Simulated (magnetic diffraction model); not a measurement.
**Moment size from magnetic intensity in HoAl4Cd**

Space group Cmcm (no. 63), a = 4.1730 Å, b = 16.0120 Å, c = 6.8790 Å.

| site | atom | x | y | z |
| --- | --- | --- | --- | --- |
| 4c | Ho | 0 | 0.8835 | 3/4 |
| 4c | Cd | 1/2 | 0.7271 | 3/4 |
| 8f | Al | 0 | 0.6896 | 0.5507 |
| 4c | Al | 0 | 0.9192 | 1/4 |
| 4b | Al | 1/2 | 0 | 1/2 |

This is a made-up structure (elements placed in a structure type, unrelaxed), so the numbers test the method and describe no known phase.

Only Ho is taken to order (form factors of Ho3+); orders and moment sizes are assumed, and not adapted to the symmetry. Radiation: neutrons of λ = 2.36 Å (absorption by Cd left out), 3° to 75°; isotropic B of 0.58 Å² (Ho), 0.59 Å² (Cd) and 0.99 Å² (Al). The intensities are simulated: I ∝ L Σ (|F_N|² + |F_M⊥|²) for unpolarised neutrons, with F_M = 2.695 fm/μB × Σ f(s) S exp(2πi Q·r) exp(−B s²) at Q = H ± k (one set where k and −k are equivalent), only the part normal to Q counting and L = 1/(sin²θ cos θ). For collinear order S is the moment m, which repeats by lattice and centring translations R with the sign exp(−2πi k·R). Form factors are spin-only for 3d ions and dipole or tabulated for f ions, scattering lengths are Sears's of 1992, and absorption is left out. A label names one of the reflections at its angle. The strongest nuclear line in the range is 100, and lines under 0.2 are left out.

In a first state the assumed order is k = (0 0 0), collinear moments along [010], 5.7 μB on Ho; signs + at (0, 0.8835, 3/4), + at (1/2, 0.6165, 1/4), with this pattern:

| 2θ (°) | index | nuclear | magnetic |
| --- | --- | --- | --- |
| 16.95 | (0 2 0) | 12.2 | 0.0 |
| 26.14 | (0 2 1) | 4.0 | 103.2 |
| 33.98 | (1 1 0) | 6.8 | 54.2 |
| 34.29 | (0 4 0) | 0.5 | 0.0 |
| 39.61 | (1 1 1) | 0.6 | 64.2 |
| 39.88 | (0 4 1) | 4.4 | 0.8 |
| 40.13 | (0 0 2) | 10.0 | 36.6 |
| 42.07 | (1 3 0) | 4.8 | 14.1 |
| 43.85 | (0 2 2) | 0.7 | 0.6 |
| 46.88 | (1 3 1) | 24.4 | 47.5 |
| 53.57 | (1 1 2) | 100.0 | 42.0 |
| 53.78 | (0 4 2) | 17.5 | 21.2 |
| 55.35 | (1 5 0) | 56.0 | 10.2 |
| 56.62 | (0 6 1) | 35.3 | 4.1 |
| 59.36 | (1 5 1) | 39.0 | 6.8 |
| 59.54 | (1 3 2) | 24.4 | 17.0 |
(The table stops after 16 lines; 9 more lie at higher angle.)

**Question.** Nearer the ordering temperature the line at 26.14° has total intensity 13.2 on the same scale, and all moments have shrunk alike. How large is the Ho moment?

The nuclear part, 4.0, stays, so the magnetic part is 9.3 against 103.2. It goes as m², so m = 5.7 × √(9.3/103.2) = 1.71 μB; the value used was 1.71 μB.
